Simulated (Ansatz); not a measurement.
# YSb (model cell, started as NiAs type): from the cell to its phonons

Wanted: phonon frequencies of YSb (model cell, started as NiAs type) and what follows from them.

Program: Ansatz 0.2.0. Level of theory: DFT PBEsol, scalar-relativistic, plane waves, PAW. Results are calculated unless marked as measured.

The structure was built from a prototype and need not be the compound's stable phase.

### Step 1. Set-up

The structure is hexagonal, space group P6_3/mmc (No. 194). Conventional cell: a = 4.321 Å, b = 4.321 Å, c = 6.914 Å, α = 90.00°, β = 90.00°, γ = 120.00°. Nearest to Y lie 6 Sb at 3.04 Å. Nearest to Sb lie 6 Y at 3.04 Å. Farther neighbours are not listed.

Coordinates:

```
Y Sb
1.0
     4.32113    0.00000    0.00000
    -2.16056    3.74221    0.00000
     0.00000    0.00000    6.91381
Y Sb
2 2
Direct
  0.00000 0.00000 0.00000
  0.00000 0.00000 0.50000
  0.33333 0.66667 0.25000
  0.66667 0.33333 0.75000
```

### Step 2. Bringing the structure to rest

Harmonic phonons are second derivatives at a point where the forces vanish, and they are wanted at zero stress, so atoms and cell are relaxed first.

input.yaml

```yaml
crystal:
  lattice:
    - [4.32113, 0.0, 0.0]
    - [-2.16056, 3.74221, 0.0]
    - [0.0, 0.0, 6.91381]
  atoms:
    - { symbol: "Y", position: [0.0, 0.0, 0.0] }
    - { symbol: "Y", position: [0.0, 0.0, 0.5] }
    - { symbol: Sb, position: [0.333333, 0.666667, 0.25] }
    - { symbol: Sb, position: [0.666667, 0.333333, 0.75] }
kpoints:
  mp_grid: { grid: [12, 12, 6] }
hamiltonian:
  xc: pbesol
scf:
  occupations: { method: gaussian, width: 0.1 }
output:
  forces: true
  stress: true
  eigenvalues: true
  write_density: true
  write_potential: true
  elf: true
  volumetric_format: npy
relax:
  adjacent_minimum: "off"
  f_tol: 0.005
  max_steps: 80
  cell: { stress_tol: 0.05 }
```

The run is started by

```
$ ansatz run input.yaml --threads 4 --pin off --max-ram 7168MiB --backend cpu --events-out ev --progress --plain --runs-dir out
```

Numbers of over 12 decimals in the logs are rounded to 6 here.

The log of the run:

```text
Warning: the atoms were moved onto the symmetric positions of the space group found under crystal.symmetry.tolerance 1.0e-5 (fractional; no operation is sought that the atoms, as they stand in a round, miss by more than twice it, and no atom is moved by as much as it), and the run uses the moved positions. Before a round's move an operation carried an atom to 4.32e-6 Å from where it should land, the largest such dist [...]
Engine: ansatz 0.2.0, x86_64-unknown-linux-gnu
Pseudopotentials: kind: paw
Pseudopotential: Y, paw, valence charge 11, recommended cutoff 420 eV (normal), Y.paw.azcp
Pseudopotential: Sb, paw, valence charge 15, recommended cutoff 420 eV (normal), Sb.paw.azcp
Functional definition: PBEsol
  exchange = pbesol_x
  correlation = pbesol_c
Crystal: 4 atoms, lattice volume = 111.800 Å³
Basis set: ecut = 420 eV, 2189 PW (Γ), exchange–correlation on 60×60×96 points (8 copies of the dense FFT grid, shifted against one another)
Bands: 32, of which v1, the nominal top of the filled ones, is band 26 counted from 1 (25 counted from 0)
Symmetry: 24 space group operations
Space group: P63/mmc (ITA 194), of the structure as read, at distance tolerance 4.8e-5 Å
k-points: 76 of 864
Non-local potential: Y, projectors of the file, l = 0: 3, l = 1: 2, l = 2: 2, l = 3: 1
Non-local potential: Sb, projectors of the file, l = 0: 2, l = 1: 2, l = 2: 2, l = 3: 2
PAW form: soft (Blöchl's): semilocal exchange-correlation on the pseudo side does not see the compensation charge
PAW frozen core: Y, regenerated for the run's functional, and the local potential with it (the file was generated under x = pbe(κ = 0.804, μ = 0.219515), c = pbe(β = 0.066725))
PAW frozen core: Sb, regenerated for the run's functional, and the local potential with it (the file was generated under x = pbe(κ = 0.804, μ = 0.219515), c = pbe(β = 0.066725))
PAW one-centre angular grid: Y, 590 points (default); XC on 64 Gauss nodes
PAW one-centre angular grid: Sb, 590 points (default); XC on 64 Gauss nodes
Initial density: superposition of atomic densities (neutral atoms: chi_scale 0, normalization atom), corrected by the library's trained network
Initial wavefunctions: pseudopotential atomic-orbital guess
Functional: x = pbesol(κ = 0.804, μ = 0.123457), c = pbesol(β = 0.046)
SCF iter   1: F=—  HF=-20410.616935 eV  |F-HF|=—  |Δ(HF+E_count)|=         —  Δρ=2.90e-3  dr2=5.52e-3  ethr=1.77e-3  ⟨swp⟩=6.1  Hψ=10500  notcnv=0
preconditioner: auto → Kerker (q_TF=auto, 2.402 Å⁻¹)  [metal: Δε(μ)=0.045 eV  Ē_g=6.084 eV  σ=0.100 eV  W_gap=0.24  n_scr=22 (ndim 8)  ℏωp=14.0 eV  f_vac=0.000  D(μ)=0.50/eV (n_scr^D=0)]
SCF iter   2: F=—  HF=-20410.616185 eV  |F-HF|=—  |Δ(HF+E_count)|=   7.50e-4  Δρ=1.57e-3  dr2=1.97e-3  ethr=1.06e-5  ⟨swp⟩=2.9  Hψ=5083  notcnv=0
SCF iter   3: F=—  HF=-20410.615888 eV  |F-HF|=—  |Δ(HF+E_count)|=   2.97e-4  Δρ=2.56e-4  dr2=8.08e-5  ethr=3.78e-6  ⟨swp⟩=2.0  Hψ=4142  notcnv=0
SCF iter   4: F=—  HF=-20410.615878 eV  |F-HF|=—  |Δ(HF+E_count)|=   1.03e-5  Δρ=5.40e-5  dr2=5.46e-6  ethr=1.55e-7  ⟨swp⟩=2.2  Hψ=3558  notcnv=0
SCF iter   5: F=—  HF=-20410.615876 eV  |F-HF|=—  |Δ(HF+E_count)|=   1.34e-6  Δρ=1.52e-5  dr2=1.98e-7  ethr=1.05e-8  ⟨swp⟩=2.0  Hψ=4155  notcnv=0
SCF iter   6: F=-20410.615876 eV  HF=-20410.615876 eV  |F-HF|=6.56e-9  |Δ(HF+E_count)|=   4.14e-9  Δρ=3.34e-6  dr2=2.28e-8  ethr=1.92e-10  ⟨swp⟩=12.1  Hψ=15713  notcnv=0
SCF 1 converged in 6 iterations: F = -20410.615876 eV  dr2 = 2.28e-8
  greatest PAW one-centre occupation: 0.996 electrons in one spin orbital (limit 2), on the Sb atom at site 3 (counted from 0), in its partial waves of l = 2
relax step   1: F+E_penalty+E_count = -20410.61587640 eV  Δ(F+E_penalty+E_count) = +0.000e0 eV  max|allowed force component| = 6.476e-17 eV/Å  Δτ_max = 0.0000 Å  P = +4.715 GPa  Ω = 111.800 Å³  (6 SCF iters, dr2 threshold 1.00e-7 eV, accepted)
Crystal: 4 atoms, lattice volume = 119.045 Å³
Basis set: ecut = 420 eV, 2311 PW (Γ), exchange–correlation on 60×60×96 points (8 copies of the dense FFT grid, shifted against one another)
Initial density: handed on by an earlier stage of this run
Initial wavefunctions: those handed on with the density
iter 1 solved again at ethr=7.69e-5 eV; its pass at ethr=3.10e-3 eV (dr2=4.00e-2 eV) is discarded
SCF iter   1: F=—  HF=-20410.814887 eV  |F-HF|=—  |Δ(HF+E_count)|=         —  Δρ=3.71e-3  dr2=4.08e-2  ethr=7.69e-5  ⟨swp⟩=1.4  Hψ=14518  notcnv=0
preconditioner: auto → Resta (q_TF=auto, 2.377 Å⁻¹)  ε∞=6.2  [insulator: Δε(μ)=0.126 eV  Ē_g=5.964 eV  σ=0.100 eV  W_gap=0.61  n_scr=22 (ndim 8)  ℏωp=13.6 eV  f_vac=0.000  D(μ)=0.45/eV (n_scr^D=0)  ε∞_Penn≈6.2]
SCF iter   2: F=—  HF=-20410.804839 eV  |F-HF|=—  |Δ(HF+E_count)|=   1.00e-2  Δρ=1.72e-3  dr2=7.64e-3  ethr=7.69e-5  ⟨swp⟩=2.0  Hψ=2861  notcnv=0
SCF iter   3: F=—  HF=-20410.802764 eV  |F-HF|=—  |Δ(HF+E_count)|=   2.08e-3  Δρ=4.45e-4  dr2=3.88e-4  ethr=1.47e-5  ⟨swp⟩=2.0  Hψ=2952  notcnv=0
SCF iter   4: F=—  HF=-20410.802743 eV  |F-HF|=—  |Δ(HF+E_count)|=   2.05e-5  Δρ=1.39e-4  dr2=4.51e-5  ethr=7.45e-7  ⟨swp⟩=2.4  Hψ=3479  notcnv=0
SCF iter   5: F=—  HF=-20410.802739 eV  |F-HF|=—  |Δ(HF+E_count)|=   4.21e-6  Δρ=3.33e-5  dr2=2.19e-6  ethr=8.67e-8  ⟨swp⟩=2.4  Hψ=3431  notcnv=0
SCF iter   6: F=-20410.802740 eV  HF=-20410.802740 eV  |F-HF|=2.38e-8  |Δ(HF+E_count)|=   5.41e-7  Δρ=6.73e-6  dr2=6.28e-8  ethr=7.69e-10  ⟨swp⟩=11.3  Hψ=17627  notcnv=0
the search or the solves at the SCF's close seem to have found levels that the self-consistency loop had missed (the run counts 1). By its estimate they hold under 1e-12 electrons; where the run keeps them, the occupations were computed again with them
SCF 2 converged in 6 iterations: F = -20410.802740 eV  dr2 = 6.28e-8
relax step   2: F+E_penalty+E_count = -20410.80273964 eV  Δ(F+E_penalty+E_count) = -1.869e-1 eV  max|allowed force component| = 2.544e-17 eV/Å  Δτ_max = 0.0000 Å  P = -0.195 GPa  Ω = 119.045 Å³  energy of the carried Pulay correction = -8.336e-4 eV  (6 SCF iters, dr2 threshold 4.00e-7 eV, accepted)
Crystal: 4 atoms, lattice volume = 117.890 Å³
iter 1 solved again at ethr=3.29e-6 eV; its pass at ethr=3.10e-3 eV (dr2=1.71e-3 eV) is discarded
SCF iter   1: F=—  HF=-20410.827197 eV  |F-HF|=—  |Δ(HF+E_count)|=         —  Δρ=1.29e-3  dr2=1.72e-3  ethr=3.29e-6  ⟨swp⟩=2.5  Hψ=15094  notcnv=0
preconditioner: auto → Kerker (q_TF=auto, 2.380 Å⁻¹)  [metal: Δε(μ)=0.051 eV  Ē_g=5.920 eV  σ=0.100 eV  W_gap=0.27  n_scr=22 (ndim 8)  ℏωp=13.7 eV  f_vac=0.000  D(μ)=0.58/eV (n_scr^D=2)]
SCF iter   2: F=—  HF=-20410.827024 eV  |F-HF|=—  |Δ(HF+E_count)|=   1.73e-4  Δρ=7.86e-4  dr2=6.16e-4  ethr=3.29e-6  ⟨swp⟩=1.3  Hψ=2486  notcnv=0
SCF iter   3: F=—  HF=-20410.826979 eV  |F-HF|=—  |Δ(HF+E_count)|=   4.55e-5  Δρ=9.30e-5  dr2=1.08e-5  ethr=1.18e-6  ⟨swp⟩=2.0  Hψ=2918  notcnv=0
SCF iter   4: F=—  HF=-20410.827020 eV  |F-HF|=—  |Δ(HF+E_count)|=   4.12e-5  Δρ=3.27e-5  dr2=2.23e-6  ethr=2.07e-8  ⟨swp⟩=2.9  Hψ=4464  notcnv=0
SCF iter   5: F=-20410.827020 eV  HF=-20410.827020 eV  |F-HF|=4.73e-8  |Δ(HF+E_count)|=   1.39e-8  Δρ=7.17e-6  dr2=1.27e-7  ethr=7.69e-10  ⟨swp⟩=8.2  Hψ=16300  notcnv=0
SCF 3 converged in 5 iterations: F = -20410.827020 eV  dr2 = 1.27e-7
relax step   3: F+E_penalty+E_count = -20410.82702006 eV  Δ(F+E_penalty+E_count) = -2.428e-2 eV  max|allowed force component| = 5.898e-17 eV/Å  Δτ_max = 0.0000 Å  P = +0.121 GPa  Ω = 117.890 Å³  energy of the carried Pulay correction = -7.037e-4 eV  (5 SCF iters, dr2 threshold 4.00e-7 eV, accepted)
[...]
relax step   4: F+E_penalty+E_count = -20410.82708644 eV  Δ(F+E_penalty+E_count) = -6.639e-5 eV  max|allowed force component| = 3.123e-17 eV/Å  Δτ_max = 0.0000 Å  P = +0.011 GPa  Ω = 118.082 Å³  energy of the carried Pulay correction = -7.253e-4 eV  (4 SCF iters, dr2 threshold 6.87e-8 eV, accepted)
Basis set: ecut = 420 eV, 2311 PW (Γ), exchange–correlation on 60×60×100 points (8 copies of the dense FFT grid, shifted against one another)
Initial wavefunctions: pseudopotential atomic-orbital guess (no wavefunctions were taken with the density)
iter 1 solved again at ethr=2.30e-7 eV; its pass at ethr=3.10e-3 eV (dr2=1.19e-4 eV) is discarded
SCF iter   1: F=—  HF=-20410.827736 eV  |F-HF|=—  |Δ(HF+E_count)|=         —  Δρ=4.39e-5  dr2=2.53e-7  ethr=2.30e-7  ⟨swp⟩=3.7  Hψ=16252  notcnv=0
preconditioner: auto → Kerker (q_TF=auto, 2.380 Å⁻¹)  [metal: Δε(μ)=0.057 eV  Ē_g=5.923 eV  σ=0.100 eV  W_gap=0.30  n_scr=22 (ndim 8)  ℏωp=13.7 eV  f_vac=0.000  D(μ)=0.57/eV (n_scr^D=2)]
SCF iter   2: F=—  HF=-20410.827736 eV  |F-HF|=—  |Δ(HF+E_count)|=   2.07e-7  Δρ=2.30e-5  dr2=8.41e-8  ethr=4.86e-10  ⟨swp⟩=2.1  Hψ=4008  notcnv=0
SCF iter   3: F=—  HF=-20410.827737 eV  |F-HF|=—  |Δ(HF+E_count)|=   4.58e-7  Δρ=1.72e-6  dr2=7.54e-9  ethr=1.62e-10  ⟨swp⟩=2.0  Hψ=3069  notcnv=0
SCF iter   4: F=—  HF=-20410.827737 eV  |F-HF|=—  |Δ(HF+E_count)|=  6.00e-10  Δρ=8.66e-7  dr2=1.70e-9  ethr=1.45e-11  ⟨swp⟩=2.0  Hψ=2852  notcnv=0
SCF iter   5: F=-20410.827737 eV  HF=-20410.827737 eV  |F-HF|=0.00e0  |Δ(HF+E_count)|=  4.37e-11  Δρ=1.56e-7  dr2=2.45e-11  ethr=1.00e-12  ⟨swp⟩=5.4  Hψ=12234  notcnv=0
SCF 5 converged in 5 iterations: F = -20410.827737 eV  dr2 = 2.45e-11
relax step   5: F+E_penalty+E_count = -20410.82773656 eV  Δ(F+E_penalty+E_count) = -6.501e-4 eV  max|allowed force component| = 2.776e-17 eV/Å  Δτ_max = 0.0000 Å  P = +0.012 GPa  Ω = 118.082 Å³  stress off target by 2.29e-2 GPa  SCF on the basis re-selected at this cell (its energy is not comparable with the rows above)  (5 SCF iters)
basis re-selected at this cell: Δ(F+E_penalty+E_count) = -6.501e-4 eV, ΔP = +0.001 GPa vs the last step (what re-selecting the basis moved, of the pressure what is left beyond the Pulay correction that the steps carried, after the strain that the cell walked since its last selection, with what the two solves' SCF thresholds leave and, on support functions, any second-order correction that the steps lacked; it is no measure of the basis error at this ecutwfc). The dense FFT grid was sized anew with the basis: this SCF ran on 30×30×50 points, the steps before it on 30×30×48, so part of this shift can come from that change (see relax.cell in the input reference). [rest of the remark cut]
SCF converged after 5 iterations
Free energy (F): -20410.827737 eV
Harris-Foulkes:  -20410.827737 eV  (|F-HF|=0.00e0)
Internal energy: -20410.824869 eV  (E = F + TS)
E sigma→0 (E₀):  -20410.826303 eV
Entropy (-TS):   -0.002867 eV (-0.717 meV/atom)
Fermi energy:    9.902739 eV
--- Per-component energies (eV) ---
  E_band       = -544.108722
  E_kinetic    = 1028.735973
  E_local      = -4453.315003  (includes V_loc(G=0)·N_el)
  E_nonlocal   = 833.066240
  E_hartree    = 1872.016783
  E_xc         = -620.729291
  E_vxc        = -592.839040  (∫ρ·V_xc dr)
  E_paw        = -14549.610640  (= ΣΔE_a)
  E_vpaw       = -1103.790590  (= ΣTr[D̂ρ^β])
  E_aug_tail   = 0.000001  (compensation charges beyond the density's cutoff)
  E_ewald      = -4521.950191
  E_core_change = 0.961260  (= ΣΔE_core)
  E_smearing   = -0.002867  (= −TS)
  E_closure    = 0.000000  (closes the sum)
  Σ components = -20410.827737   (vs F -20410.827737, Δ=0.00e0)
--- Forces (eV/Å), atoms counted from 1 ---
  atom   1  Y     -0.00000000     0.00000000    -0.00000000
  atom   2  Y      0.00000000     0.00000000     0.00000000
  atom   3  Sb     0.00000000     0.00000000     0.00000000
  atom   4  Sb    -0.00000000    -0.00000000    -0.00000000
  max |Σ_I F_I| component: 4.63e-18 eV/Å
--- Stress (GPa, compression-positive) ---
        0.006300       0.000000       0.000000
        0.000000       0.006300       0.000000
        0.000000       0.000000       0.022875
  P = ⅓ Tr σ = 0.0118 GPa (0.118 kbar)
--- Band table (eV; the first three rows and the last of 76) ---
  k-point 0: bands = [... 22 lower, 8.3659, 9.7508, 10.3644, 10.8393, 10.8393, 11.2406, 11.2406, 11.3543, ... 2 higher]
  k-point 1: bands = [... 22 lower, 8.4477, 9.2713, 10.2850, 10.2850, 10.5906, 11.3115, 11.3115, 11.8867, ... 2 higher]
  k-point 2: bands = [... 22 lower, 8.6911, 8.6911, 9.6292, 9.6292, 11.0537, 11.5163, 11.5163, 12.1026, ... 2 higher]
  k-point 75: bands = [... 22 lower, 7.3779, 7.3779, 8.1497, 8.1497, 11.3295, 11.3295, 12.3723, 12.3723, ... 2 higher]
--- Relaxed structure (4 steps of the walk, 4 accepted, 1 SCFs on fresh bases) ---
  F+E_penalty+E_count = -20410.82773656 eV   max|allowed force component| = 2.776e-17 eV/Å   (the final SCF, on the basis selected at the relaxed cell)
  cell:  # Å, volume = 118.0817 Å³
    - [4.290257, -2.8661257563497067e-6, 0]
    - [-2.145126, 3.715473, 0]
    - [0.0, 0, 7.407737]
  atoms:
    - { symbol: Y, position: [0, 0, 0] }
    - { symbol: Y, position: [0, 0, 0.5] }
    - { symbol: Sb, position: [0.333333, 0.666667, 0.25] }
    - { symbol: Sb, position: [0.666667, 0.333333, 0.75] }
```

Wall time 12 s (4 threads of Intel Xeon 6975P-C (Granite Rapids), shared host); peak memory 0.64 GiB.

Step by step:

```
step  energy less that of the first step (eV)  largest force component (eV/Å)  pressure (GPa)  volume (Å³)
   1                                   0.0000                          0.0000            4.72       111.80
   2                                  -0.1869                          0.0000           -0.20       119.04
   3                                  -0.2111                          0.0000            0.12       117.89
   4                                  -0.2112                          0.0000            0.01       118.08
  5*                                  -0.2119                          0.0000            0.01       118.08
```

Relaxation steps marked * repeat the geometry before them on a plane-wave basis chosen anew for their cell, so energy and pressure can jump there.

Forces are held to the 24 operations that the run works with; a distortion that breaks them can't arise in this run.

```
conventional cell, symmetrised  before  after  change
                         a (Å)   4.321  4.290  -0.7 %
                         b (Å)   4.321  4.290  -0.7 %
                         c (Å)   6.914  7.408  +7.1 %
              volume (Å³/atom)   27.95  29.52  +5.6 %
```

The relaxed structure:

```
Y Sb
1.0
     4.29026    0.00000    0.00000
    -2.14513    3.71547    0.00000
     0.00000    0.00000    7.40774
Y Sb
2 2
Direct
  0.00000 0.00000 0.00000
  0.00000 0.00000 0.50000
  0.33333 0.66667 0.25000
  0.66667 0.33333 0.75000
```

This step gave:

```yaml
pressure: 0.01182 GPa
volume_per_atom: 29.52 Å³
gap_on_the_k_mesh: 0 eV
```

Valence density in the ac plane at fractional y = 0.000, with atoms of Y within 0.2 Å of it. It is the smooth field of the valence electrons, not physical close to the nuclei.

Values in e/Å³, 24 rows by 14 columns, each cell a mean:
```
3.6 3.3 1.8 0.6 0.2 0.1 0.1 0.1 0.1 0.1 0.2 0.9 2.5 3.5
2.8 2.2 1.0 0.4 0.1 0.1 0.1 0.1 0.1 0.1 0.2 0.5 1.5 2.5
1.0 0.8 0.4 0.2 0.1 0.1 0.1 0.1 0.1 0.1 0.1 0.2 0.5 0.9
0.3 0.2 0.2 0.1 0.2 0.2 0.2 0.2 0.2 0.2 0.1 0.1 0.2 0.2
0.1 0.1 0.1 0.1 0.2 0.2 0.2 0.2 0.2 0.2 0.2 0.1 0.1 0.1
0.1 0.1 0.1 0.1 0.2 0.2 0.3 0.3 0.2 0.2 0.2 0.1 0.1 0.1
0.1 0.1 0.1 0.1 0.2 0.2 0.2 0.3 0.2 0.2 0.2 0.1 0.1 0.1
0.2 0.2 0.1 0.1 0.2 0.2 0.2 0.2 0.2 0.2 0.2 0.1 0.1 0.2
0.6 0.5 0.3 0.2 0.1 0.1 0.2 0.2 0.2 0.1 0.1 0.2 0.3 0.5
2.1 1.6 0.7 0.3 0.1 0.1 0.1 0.1 0.1 0.1 0.2 0.4 1.0 1.8
3.5 3.0 1.6 0.5 0.1 0.1 0.1 0.1 0.1 0.1 0.2 0.8 2.2 3.3
3.4 3.5 2.1 0.7 0.2 0.1 0.1 0.1 0.1 0.1 0.3 1.0 2.8 3.6
3.6 3.3 1.8 0.6 0.2 0.1 0.1 0.1 0.1 0.1 0.2 0.9 2.5 3.5
2.8 2.2 1.0 0.4 0.1 0.1 0.1 0.1 0.1 0.1 0.2 0.5 1.5 2.5
1.0 0.8 0.4 0.2 0.1 0.1 0.1 0.1 0.1 0.1 0.1 0.2 0.5 0.9
0.3 0.2 0.2 0.1 0.2 0.2 0.2 0.2 0.2 0.2 0.1 0.1 0.2 0.2
0.1 0.1 0.1 0.1 0.2 0.2 0.2 0.2 0.2 0.2 0.2 0.1 0.1 0.1
0.1 0.1 0.1 0.1 0.2 0.2 0.3 0.3 0.2 0.2 0.2 0.1 0.1 0.1
0.1 0.1 0.1 0.1 0.2 0.2 0.2 0.3 0.2 0.2 0.2 0.1 0.1 0.1
0.2 0.2 0.1 0.1 0.2 0.2 0.2 0.2 0.2 0.2 0.2 0.1 0.1 0.2
0.6 0.5 0.3 0.2 0.1 0.1 0.2 0.2 0.2 0.1 0.1 0.2 0.3 0.5
2.1 1.6 0.7 0.3 0.1 0.1 0.1 0.1 0.1 0.1 0.2 0.4 1.0 1.8
3.5 3.0 1.6 0.5 0.1 0.1 0.1 0.1 0.1 0.1 0.2 0.8 2.2 3.3
3.4 3.5 2.1 0.7 0.2 0.1 0.1 0.1 0.1 0.1 0.3 1.0 2.8 3.6
```
Columns run along a (4.3 Å), rows up along c (7.4 Å). Atoms in or near the plane, at fractional coordinates: Y at (0.00, 0.00), Y at (0.00, 0.50).

Electrostatic potential energy in the ac plane at fractional y = 0.000, with atoms of Y within 0.2 Å of it. With pseudopotentials it is smooth inside the atoms' cores, unlike the true potential.

Ten even steps from '0' (-50 eV) to '9' (12 eV), each cell a mean:
```
00368999998510
12579999998741
56789999999875
88999999999988
99999999999999
99999999999999
99999999999999
89999999999998
67899999999887
23689999999753
00378999998620
00268999998510
00368999998510
12579999998741
56789999999875
88999999999988
99999999999999
99999999999999
99999999999999
89999999999998
67899999999887
23689999999753
00378999998620
00268999998510
```
Columns run along a (4.3 Å; values clipped at the 3rd and 97th percentile), rows up along c (7.4 Å). Atoms in or near the plane, at fractional coordinates: Y at (0.00, 0.00), Y at (0.00, 0.50).

ELF in the ac plane at fractional y = 0.000, with atoms of Y within 0.2 Å of it. It is the smooth field of the valence electrons, not physical close to the nuclei.

Ten even steps from '_' (0.08) to '@' (0.84), each cell a mean:
```
##@@@@++____::::..__..##@@%%
@@@@##::__::====--..__==@@@@
##**::__::++******==....==**
....__::==**##**##**--..__..
____::==**##******##**--..__
....--**##****++**####++--..
__..--++####******##**==::__
______--++##****##**==::____
++--....--++******++::__::==
@@@@**..__--++++==::__--##@@
%%@@@@==__..::--::__..**@@@@
==%%@@++____..::..__..%%@@##
##@@@@++____::::..__..##@@%%
@@@@##::__::====--..__==@@@@
##**::__::++******==....==**
....__::==**##**##**--..__..
____::==**##******##**--..__
....--**##****++**####++--..
__..--++####******##**==::__
______--++##****##**==::____
++--....--++******++::__::==
@@@@**..__--++++==::__--##@@
%%@@@@==__..::--::__..**@@@@
==%%@@++____..::..__..%%@@##
```
Columns run along a (4.3 Å), rows up along c (7.4 Å). Atoms in or near the plane, at fractional coordinates: Y at (0.00, 0.00), Y at (0.00, 0.50).

In this step the volume went from 27.95 to 29.52 Å³/atom.

### Step 3. Tight relaxation

Phonons need a cell at rest on their own settings, so the relaxation is repeated with tight tolerances on forces and stress, using the mesh and the filling of the phonon run that follows.

input.yaml

```yaml
crystal:
  lattice:
    - [4.2902568423, -2.8661e-06, 0.0]
    - [-2.145125939, 3.7154728472, 0.0]
    - [0.0, 0.0, 7.4077368427]
  atoms:
    - { symbol: "Y", position: [0.0, 0.0, 0.0] }
    - { symbol: "Y", position: [0.0, 0.0, 0.5] }
    - { symbol: Sb, position: [0.3333333333, 0.6666666667, 0.25] }
    - { symbol: Sb, position: [0.6666666667, 0.3333333333, 0.75] }
kpoints:
  mp_grid: { grid: [12, 12, 6] }
hamiltonian:
  xc: pbesol
scf:
  occupations: { method: methfessel_paxton, width: 0.15 }
output:
  forces: true
  stress: true
  eigenvalues: true
relax:
  adjacent_minimum: "off"
  f_tol: 0.001
  max_steps: 60
  cell: { stress_tol: 0.01 }
```

The log of the run:

```text
[...]
Crystal: 4 atoms, lattice volume = 118.082 Å³
Basis set: ecut = 420 eV, 2311 PW (Γ), exchange–correlation on 60×60×100 points (8 copies of the dense FFT grid, shifted against one another)
Bands: 32, of which v1, the nominal top of the filled ones, is band 26 counted from 1 (25 counted from 0)
Symmetry: 24 space group operations
[...]
k-points: 76 of 864
[...]
--- Relaxed structure (3 steps of the walk, 3 accepted, 1 SCFs on fresh bases) ---
[...]
cell:  # Å, volume = 118.1032 Å³
    - [4.290456, -2.86625281417156e-6, 0]
    - [-2.145225, 3.715645, 0]
    - [0, 0, 7.408394]
  atoms:
    - { symbol: Y, position: [0, 0, 0] }
    - { symbol: Y, position: [0, 0, 0.5] }
    - { symbol: Sb, position: [0.333333, 0.666667, 0.25] }
    - { symbol: Sb, position: [0.666667, 0.333333, 0.750000] }
[key lines of the parts left out:]
SCF converged after 5 iterations
Free energy (F): -20410.826186 eV
Fermi energy:    9.901225 eV
P = ⅓ Tr σ = -0.0000 GPa (-0.000 kbar)
```

It took 9.4 s on 4 threads; peak memory 0.64 GiB; 31 s of CPU time.

Little changed from the start: no atom moved by 0.005 Å and no cell edge by 0.1 %.

Numbers from this step:

```yaml
pressure: -8.17e-6 GPa
volume_per_atom: 29.53 Å³
```

The forces vanish by symmetry and the pressure is 0.000 GPa, within the tolerances set. The cell now holds 29.53 Å³/atom.

[end of part 1 of 2]

[Logs are printed without paths, hosts, clocks, repeated set-up lines and the standing remarks that a program may print on its own settings, such as how far it seeks lower states.]

[Hosts, paths, dates, database ids (printed as entryN), source tags and the programs' standing remarks are cut or masked in the printed files.]
